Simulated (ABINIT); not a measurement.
# A GW chain in ABINIT: MoS2 (P6_3/mmc)

How does a plane-wave GW calculation on MoS2 (P6_3/mmc) run from the first input to the gap?

Calculated with ABINIT 10.8.3; PBE and many-body steps on it, plane waves.

The database entry behind the starting cell differs from later determinations by our own check (about 0.3 % long), so it need not match the best structure at ambient conditions.

### 1. Starting point

It takes space group P6_3/mmc (No. 194, hexagonal). The conventional cell has a = 3.169 Å, b = 3.169 Å, c = 12.324 Å, α = 90.00°, β = 90.00°, γ = 120.00°. Nearest to Mo lie 6 S at 2.41 Å. Nearest to S lie 3 Mo at 2.41 Å. Farther neighbours and most contacts between anions are not listed.

As a file:

```cif
data_structure
_symmetry_space_group_name_H-M 'P6_3/mmc'
_symmetry_Int_Tables_number 194
_cell_length_a 3.1690
_cell_length_b 3.1690
_cell_length_c 12.3240
_cell_angle_alpha 90.000
_cell_angle_beta 90.000
_cell_angle_gamma 120.000
_cell_volume 107.18
loop_
_atom_site_label
_atom_site_type_symbol
_atom_site_symmetry_multiplicity
_atom_site_Wyckoff_symbol
_atom_site_fract_x
_atom_site_fract_y
_atom_site_fract_z
_atom_site_occupancy
Mo1 Mo 2 c 0.33333 0.66667 0.25000 1
S1 S 4 f 0.33333 0.66667 0.62300 1
```

The cell and positions come from the Crystallography Open Database and are kept as given unless a step says otherwise.

### 2. Ground state

This step: ABINIT 10.8.3; DFT, PBE, plane waves, norm-conserving pseudopotentials.

The ground-state density comes first.

File run.abi:

```
acell 3*1.0 Angstrom
rprim 
  3.169000000004 -0.000000000001 0.000000000000
  -1.584500000001 2.744434504597 0.000000000000
  0.000000000000 0.000000000000 12.324000000000
ntypat 2
znucl 42 16
natom 6
typat 1 1 2 2 2 2
xred 
  0.333333333333 0.666666666667 0.250000000000
  0.666666666667 0.333333333333 0.750000000000
  0.333333333333 0.666666666667 0.623000000000
  0.666666666667 0.333333333333 0.123000000000
  0.333333333333 0.666666666667 0.877000000000
  0.666666666667 0.333333333333 0.377000000000
pp_dirpath "pseudos"
pseudos "Mo.upf, S.upf"
ecut 36
ngkpt 6 6 2
nshiftk 1
shiftk 0 0 0
kptopt 1
chksymbreak 0
nband 33
occopt 1
tolvrs 1e-10
nstep 60
prtwf 0
optforces 0
optstress 0
indata_prefix "in"
outdata_prefix "out"
tmpdata_prefix "tmp"
```

The run is started by

```
$ OMP_NUM_THREADS=1 mpirun -n 8 abinit run.abi > log
```

Numbers of over 12 decimals in the logs are rounded to 6 here.

The program printed:

```text
.Version 10.8.3 of ABINIT. v10.8.2 released Aug 2026.

 Symmetries : space group P6_3/m m c (#194); Bravais hP (primitive hexag.)
================================================================================
 Values of the parameters that define the memory need of the present run
     intxc =       0    ionmov =       0      iscf =       7    lmnmax =       6
     lnmax =       6     mgfft =     128  mpssoang =       3    mqgrid =    6291
     natom =       6  nloc_mem =       1    nspden =       1   nspinor =       1
    nsppol =       1      nsym =      24    n1xccc =    2501    ntypat =       2
    occopt =       1   xclevel =       2
-    mband =          33        mffmem =           1         mkmem =           2
       mpw =        7490          nfft =      165888          nkpt =          14
================================================================================
  Rough estimation (10% accuracy) of disk space for files :
================================================================================

--------------------------------------------------------------------------------
------------- Echo of variables that govern the present computation ------------
--------------------------------------------------------------------------------
 -outvars: echo values of preprocessed input variables --------
            acell      1.8897261259E+00  1.8897261259E+00  1.8897261259E+00 Bohr

      chksymbreak           0
             ecut      3.60000000E+01 Hartree
-          fftalg         312

              ixc     -101130
              kpt      0.00000000E+00  0.00000000E+00  0.00000000E+00
                       1.66666667E-01  0.00000000E+00  0.00000000E+00
                       3.33333333E-01  0.00000000E+00  0.00000000E+00
                       5.00000000E-01  0.00000000E+00  0.00000000E+00
                       1.66666667E-01  1.66666667E-01  0.00000000E+00
                       3.33333333E-01  1.66666667E-01  0.00000000E+00
                       3.33333333E-01  3.33333333E-01  0.00000000E+00
                       0.00000000E+00  0.00000000E+00  5.00000000E-01
                       1.66666667E-01  0.00000000E+00  5.00000000E-01
                       3.33333333E-01  0.00000000E+00  5.00000000E-01
                       5.00000000E-01  0.00000000E+00  5.00000000E-01
[...]
kptrlatt        6    0    0      0    6    0      0    0    2
          kptrlen      3.59312526E+01
P           mkmem           2
            natom           6
            nband          33
            ngfft          36      36     128
             nkpt          14
            nstep          60
             nsym          24
           ntypat           2
              occ      2.000000  2.000000  2.000000  2.000000  2.000000  2.000000
                       2.000000  2.000000  2.000000  2.000000  2.000000  2.000000
                       2.000000  2.000000  2.000000  2.000000  2.000000  2.000000
                       2.000000  2.000000  2.000000  2.000000  2.000000  2.000000
                       2.000000  2.000000  0.000000  0.000000  0.000000  0.000000
[...]
optforces           0
        optstress           0
            prtwf           0
            rprim      3.1690000000E+00 -1.0000000000E-12  0.0000000000E+00
[...]
spgroup         194

           tolvrs      1.00000000E-10

             xred      3.3333333333E-01  6.6666666667E-01  2.5000000000E-01
[...]
znucl       42.00000   16.00000

================================================================================

 chkinp: Checking input parameters for consistency.

================================================================================
== DATASET  1 ==================================================================
-   mpi_nproc: 8, omp_nthreads: 1 (-1 if OMP is not activated)

--- !DatasetInfo
iteration_state: {dtset: 1, }
dimensions: {natom: 6, nkpt: 14, mband: 33, nsppol: 1, nspinor: 1, nspden: 1, mpw: 7490, }
cutoff_energies: {ecut:  36.0, pawecutdg:  -1.0, }
electrons: {nelect:   5.20000000E+01, charge:   0.00000000E+00, occopt:   1.00000000E+00, tsmear:   1.00000000E-02, }

 Real(R)+Recip(G) space primitive vectors, cartesian coordinates (Bohr,Bohr^-1):
 R(1)=  5.9885421  0.0000000  0.0000000  G(1)=  0.1669856  0.0964092  0.0000000
 R(2)= -2.9942710  5.1862296  0.0000000  G(2)=  0.0000000  0.1928183  0.0000000
 R(3)=  0.0000000  0.0000000 23.2889848  G(3)=  0.0000000  0.0000000  0.0429388
 Unit cell volume ucvol=  7.2330822E+02 bohr^3
 Angles (23,13,12)=  9.00000000E+01  9.00000000E+01  1.20000000E+02 degrees

 getcut: wavevector=  0.0000  0.0000  0.0000  ngfft=  36  36 128
         ecut(hartree)=     36.000   => boxcut(ratio)=   2.03490

--- Pseudopotential description ------------------------------------------------
- Mo Generated using ONCVPSP code by D. R. Hamann
- 42.00000  14.00000  171031                  znucl, zion, pspdat
12 -101130 2 -1 1640                          pspcod,pspxc,lmax,lloc,mmax
     nproj     2     2     2
  pspatm : epsatm=   15.95693798
         --- l  ekb(1:nproj) -->
[...]
pspatm: atomic psp has been read  and splines computed

- S Generated using ONCVPSP code by D. R. Hamann
- 16.00000   6.00000  171031                  znucl, zion, pspdat
12 -101130 2 -1 1146                          pspcod,pspxc,lmax,lloc,mmax
     nproj     2     2     2
  pspatm : epsatm=    9.01821529
         --- l  ekb(1:nproj) -->
[...]
pspatm: atomic psp has been read  and splines computed

   3.53531033E+03                                ecore*ucvol(ha*bohr**3)
--------------------------------------------------------------------------------

_setup2: Arith. and geom. avg. npw (full set) are    7464.403    7464.370

================================================================================

--- !BeginCycle
iteration_state: {dtset: 1, }
solver: {iscf: 7, nstep: 60, nline: 4, wfoptalg: 0, }
tolerances: {tolvrs: 1.00E-10, }

     iter   Etot(hartree)      deltaE(h)  residm     vres2
 ETOT  1  -184.32730796720    -1.843E+02 1.016E-01 3.331E+03
 ETOT  2  -182.42850318755     1.899E+00 4.665E-02 2.741E+04
 ETOT  3  -184.89381481055    -2.465E+00 9.579E-03 3.112E+00
 ETOT  4  -184.89593897113    -2.124E-03 3.848E-03 4.010E+00
 ETOT  5  -184.89626470211    -3.257E-04 4.799E-04 5.635E-01
 ETOT  6  -184.89631516807    -5.047E-05 5.620E-04 1.238E-01
 ETOT  7  -184.89632039937    -5.231E-06 2.494E-04 5.015E-03
 ETOT  8  -184.89632061210    -2.127E-07 3.916E-04 3.286E-05
 ETOT  9  -184.89632061420    -2.101E-09 1.706E-04 4.393E-07
 ETOT 10  -184.89632061433    -1.223E-10 2.595E-04 4.454E-08
 ETOT 11  -184.89632061434    -1.162E-11 1.106E-04 4.077E-09
 ETOT 12  -184.89632061434    -2.643E-12 1.802E-04 3.647E-10
 ETOT 13  -184.89632061434    -5.684E-14 6.883E-05 5.842E-11

 At SCF step   13       vres2   =  5.84E-11 < tolvrs=  1.00E-10 =>converged.

--- !ResultsGS
iteration_state: {dtset: 1, }
comment   : Summary of ground state results
lattice_vectors:
- [  5.9885421,  -0.0000000,   0.0000000, ]
- [ -2.9942710,   5.1862296,   0.0000000, ]
- [  0.0000000,   0.0000000,  23.2889848, ]
lattice_lengths: [   5.98854,    5.98854,   23.28898, ]
lattice_angles: [ 90.000,  90.000, 120.000, ] # degrees, (23, 13, 12)
lattice_volume:   7.2330822E+02
convergence: {deltae: -5.684E-14, res2:  5.842E-11, residm:  6.883E-05, diffor:  0.000E+00, }
etotal    :  -1.84896321E+02
entropy   :   0.00000000E+00
fermie    :   3.09959974E-01
cartesian_stress_tensor: null
pressure_GPa: null
xred      :
- [  3.3333E-01,   6.6667E-01,   2.5000E-01, Mo]
- [  6.6667E-01,   3.3333E-01,   7.5000E-01, Mo]
- [  3.3333E-01,   6.6667E-01,   6.2300E-01,  S]
- [  6.6667E-01,   3.3333E-01,   1.2300E-01,  S]
- [  3.3333E-01,   6.6667E-01,   8.7700E-01,  S]
- [  6.6667E-01,   3.3333E-01,   3.7700E-01,  S]
cartesian_forces: null
force_length_stats: {min: null, max: null, mean: null, }

 Integrated electronic density in atomic spheres:
 ------------------------------------------------
 Atom  Sphere_radius  Integrated_density
[...]
================================================================================

 ----iterations are completed or convergence reached----

 Mean square residual over all n,k,spin=   43.385E-08; max=  68.827E-06
 reduced coordinates (array xred) for    6 atoms
[...]
0.666666666667      0.333333333333      0.750000000000
       0.333333333333      0.666666666667      0.623000000000
       0.666666666667      0.333333333333      0.123000000000
       0.333333333333      0.666666666667      0.877000000000
       0.666666666667      0.333333333333      0.377000000000
 rms dE/dt=  0.0000E+00; max dE/dt=  0.0000E+00; dE/dt below (all hartree)
    1       0.000000000000      0.000000000000      0.000000000000
    2       0.000000000000      0.000000000000      0.000000000000
    3       0.000000000000      0.000000000000      0.000000000000
    4       0.000000000000      0.000000000000      0.000000000000
    5       0.000000000000      0.000000000000      0.000000000000
    6       0.000000000000      0.000000000000      0.000000000000

 cartesian coordinates (angstrom) at end:
    1      6.7e-13     1.829623     3.081000
    2      1.584500     0.914812     9.243000
    3      6.7e-13     1.829623     7.677852
    4      1.584500     0.914812     1.515852
    5      6.7e-13     1.829623    10.808148
    6      1.584500     0.914812     4.646148
 length scales=  1.889726125908  1.889726125908  1.889726125908 bohr
              =  1.000000000000  1.000000000000  1.000000000000 angstroms
 prteigrs : about to open file out_EIG
 Fermi (or HOMO) energy (hartree) =   0.30996   Average Vxc (hartree)=  -0.40245
 Eigenvalues (hartree) for nkpt=  14  k points:
 kpt#   1, nband= 33, wtk=  0.01389, kpt=  0.0000  0.0000  0.0000 (reduced coord)
  -1.95125   -1.95125   -1.00128   -1.00127   -0.99293   -0.99293   -0.99293   -0.99293
  -0.23958   -0.22966   -0.19514   -0.17888    0.05790    0.09584    0.18196    0.18981
   0.18981    0.19029    0.19029    0.23000    0.23000    0.23172    0.23172    0.26647
   0.26790    0.30996    0.38712    0.38733    0.38816    0.38827    0.39315    0.39331
   0.39947
 prteigrs : prtvol=0 or 1, do not print more k-points.

--- !EnergyTerms
iteration_state     : {dtset: 1, }
comment             : Components of total free energy in Hartree
kinetic             :  6.00147592865794E+01
hartree             :  5.39885223339677E+01
xc                  : -3.33780456303470E+01
Ewald energy        : -1.19847493795111E+02
psp_core            :  4.88769548579594E+00
local_psp           : -1.73802185839900E+02
non_local_psp       :  2.32404275446742E+01
total_energy        : -1.84896320614341E+02
total_energy_eV     : -5.03128519569757E+03
band_energy         : -1.61958635712886E+01

== END DATASET(S) ==============================================================
================================================================================

 -outvars: echo values of variables after computation  --------
           etotal     -1.8489632061E+02
            nband          33
             nkpt          14
          spgroup         194
 [... the other variables as echoed above ...]

 Calculation completed.
```

The job ended after 78 s (8 MPI ranks of Intel Xeon at 2.50GHz (Skylake/Cascade Lake), shared host; peak memory 0.87 GiB).

Numbers from this step:

* total energy: -5031.2852 eV
* gap: 0.8887 eV
* k of the valence top: 0, 0, 0
* k of the conduction bottom: 0.1667, 0.1667, 0
* least direct gap: 1.654 eV

The gap is indirect, with the least direct gap 0.77 eV higher.

### 3. Empty states on the mesh, 3×3×1 mesh, 116 bands

The sums over transitions need many empty states on a uniform mesh; this step solves for them.

Changes to run.abi since step 2:

```diff
@@ -19,3 +19,3 @@
 ecut 36
-ngkpt 6 6 2
+ngkpt 3 3 1
 nshiftk 1
@@ -24,9 +24,10 @@
 chksymbreak 0
-nband 33
-occopt 1
-tolvrs 1e-10
+iscf -2
+irdden 1
+istwfk *1
+nband 116
+nbdbuf 10
+tolwfr 1e-09
 nstep 60
-prtwf 0
-optforces 0
-optstress 0
+prtvol 0
 indata_prefix "in"
```

The run is started by

```
$ OMP_NUM_THREADS=2 mpirun -n 3 abinit run.abi > log
```

The program printed:

```text
.Version 10.8.3 of ABINIT. v10.8.2 released Aug 2026.

 Symmetries : space group P6_3/m m c (#194); Bravais hP (primitive hexag.)
[... echo of the input left out ...]
== DATASET  1 ==================================================================
-   mpi_nproc: 3, omp_nthreads: 2 (-1 if OMP is not activated)

--- !DatasetInfo
iteration_state: {dtset: 1, }
dimensions: {natom: 6, nkpt: 3, mband: 116, nsppol: 1, nspinor: 1, nspden: 1, mpw: 7476, }
cutoff_energies: {ecut:  36.0, pawecutdg:  -1.0, }
electrons: {nelect:   5.20000000E+01, charge:   0.00000000E+00, occopt:   1.00000000E+00, tsmear:   1.00000000E-02, }

 Real(R)+Recip(G) space primitive vectors, cartesian coordinates (Bohr,Bohr^-1):
 R(1)=  5.9885421  0.0000000  0.0000000  G(1)=  0.1669856  0.0964092  0.0000000
 R(2)= -2.9942710  5.1862296  0.0000000  G(2)=  0.0000000  0.1928183  0.0000000
 R(3)=  0.0000000  0.0000000 23.2889848  G(3)=  0.0000000  0.0000000  0.0429388
 Unit cell volume ucvol=  7.2330822E+02 bohr^3
 Angles (23,13,12)=  9.00000000E+01  9.00000000E+01  1.20000000E+02 degrees

 getcut: wavevector=  0.0000  0.0000  0.0000  ngfft=  36  36 128
         ecut(hartree)=     36.000   => boxcut(ratio)=   2.03490

--- Pseudopotential description ------------------------------------------------
- Mo Generated using ONCVPSP code by D. R. Hamann
- 42.00000  14.00000  171031                  znucl, zion, pspdat
12 -101130 2 -1 1640                          pspcod,pspxc,lmax,lloc,mmax
     nproj     2     2     2
  pspatm : epsatm=   15.95693798
         --- l  ekb(1:nproj) -->
             0   13.833287    1.350687
             1    8.015347    1.134034
             2    2.765699    0.969071
 pspatm: atomic psp has been read  and splines computed

- S Generated using ONCVPSP code by D. R. Hamann
- 16.00000   6.00000  171031                  znucl, zion, pspdat
12 -101130 2 -1 1146                          pspcod,pspxc,lmax,lloc,mmax
     nproj     2     2     2
  pspatm : epsatm=    9.01821529
         --- l  ekb(1:nproj) -->
[...]
pspatm: atomic psp has been read  and splines computed

--------------------------------------------------------------------------------

================================================================================
 prteigrs : about to open file out_EIG
 Non-SCF case, kpt    1 (  0.00000  0.00000  0.00000), residuals and eigenvalues=
  5.44E-10  5.22E-10  3.28E-10  3.07E-10  2.33E-10  3.07E-10  2.25E-10  2.81E-10
  7.63E-10  9.78E-10  3.73E-10  4.04E-10  3.09E-10  2.97E-10  2.02E-10  2.05E-10
  5.87E-10  3.28E-10  5.40E-10  3.55E-10  5.16E-10  3.01E-10  5.17E-10  3.87E-10
[...]
2.14E-06  6.06E-06  2.18E-06  3.95E-04
 -1.9512E+00 -1.9512E+00 -1.0013E+00 -1.0013E+00 -9.9293E-01 -9.9293E-01
 -9.9293E-01 -9.9293E-01 -2.3958E-01 -2.2966E-01 -1.9514E-01 -1.7888E-01
  5.7899E-02  9.5843E-02  1.8196E-01  1.8981E-01  1.8981E-01  1.9029E-01
[...]
1.6177E+00  1.6566E+00  1.6568E+00  1.6783E+00  1.6981E+00  1.6981E+00
  1.7100E+00  1.7498E+00  1.7498E+00  1.8112E+00  1.8436E+00  1.8437E+00
  1.8464E+00  1.8484E+00
 prteigrs : prtvol=0 or 1, do not print more k-points.

--- !ResultsGS
iteration_state: {dtset: 1, }
comment   : Summary of ground state results
lattice_vectors:
- [  5.9885421,  -0.0000000,   0.0000000, ]
- [ -2.9942710,   5.1862296,   0.0000000, ]
- [  0.0000000,   0.0000000,  23.2889848, ]
lattice_lengths: [   5.98854,    5.98854,   23.28898, ]
lattice_angles: [ 90.000,  90.000, 120.000, ] # degrees, (23, 13, 12)
lattice_volume:   7.2330822E+02
convergence: {deltae:  0.000E+00, res2:  0.000E+00, residm:  9.956E-10, diffor:  0.000E+00, }
etotal    :  -1.84896321E+02
entropy   :   0.00000000E+00
fermie    :   3.09959974E-01
cartesian_stress_tensor: null
pressure_GPa: null
xred      :
- [  3.3333E-01,   6.6667E-01,   2.5000E-01, Mo]
- [  6.6667E-01,   3.3333E-01,   7.5000E-01, Mo]
- [  3.3333E-01,   6.6667E-01,   6.2300E-01,  S]
- [  6.6667E-01,   3.3333E-01,   1.2300E-01,  S]
- [  3.3333E-01,   6.6667E-01,   8.7700E-01,  S]
- [  6.6667E-01,   3.3333E-01,   3.7700E-01,  S]
cartesian_forces: null
force_length_stats: {min: null, max: null, mean: null, }

 Integrated electronic density in atomic spheres:
 ------------------------------------------------
 Atom  Sphere_radius  Integrated_density
[...]
================================================================================

 ----iterations are completed or convergence reached----

 Mean square residual over all n,k,spin=   48.890E-11; max=  99.561E-11
 reduced coordinates (array xred) for    6 atoms
[...]
0.333333333333      0.666666666667      0.877000000000
       0.666666666667      0.333333333333      0.377000000000

 cartesian coordinates (angstrom) at end:
    1      6.7e-13     1.829623     3.081000
    2      1.584500     0.914812     9.243000
[...]
6      1.584500     0.914812     4.646148
 length scales=  1.889726125908  1.889726125908  1.889726125908 bohr
              =  1.000000000000  1.000000000000  1.000000000000 angstroms
 prteigrs : about to open file out_EIG
 Eigenvalues (hartree) for nkpt=   3  k points:
 kpt#   1, nband=116, wtk=  0.11111, kpt=  0.0000  0.0000  0.0000 (reduced coord)
[...]
1.58536    1.59054    1.59666    1.61447    1.61447    1.61766    1.61766    1.65662
   1.65675    1.67831    1.69809    1.69809    1.70997    1.74976    1.74976    1.81118
   1.84363    1.84369    1.84641    1.84838
 prteigrs : prtvol=0 or 1, do not print more k-points.

== END DATASET(S) ==============================================================
================================================================================

 -outvars: echo values of variables after computation  --------
            nband         116
             nkpt           3
          spgroup         194
 [... the other variables as echoed above ...]

 Calculation completed.
```

Elapsed: 3.5 min, on 3 MPI ranks; peak memory 0.33 GiB.

Numbers from this step:

| Quantity | Value |
| --- | --- |
| gap | 1.052 eV |
| k of the valence top | 0, 0, 0 |
| k of the conduction bottom | 0.3333, 0.3333, 0 |
| least direct gap | 1.654 eV |
| k points computed | 3 |
| lowest point of the top converged band, above the valence top | 37.23 eV |

On this mesh the gap is 1.052 eV. The earlier step found 0.889 eV, so this mesh misses an edge.

[end of part 1 of 2]

[Paths, hosts, dates, memory and timing lines, banners, echoed tables and standing remarks are left out of the program output.]

[Logs are printed without paths, hosts, clocks, repeated set-up lines and the standing remarks that a program may print on its own settings, such as how far it seeks lower states.]

[Runs of the session that timed out or met a known fault of the program may be left out.]

[Hosts, paths, dates, database ids (printed as entryN), source tags and the programs' standing remarks are cut or masked in the printed files.]

[G0W0 gaps are taken among the corrected bands and points alone; a level outside them can change the order at an edge.]

[Where Ansatz stands beside ABINIT at settings called matched, ABINIT's density can come from a denser mesh and the files from another edition; pairs whose starting gaps differed by over 0.03 eV were left out, so agreement reads better than it is.]
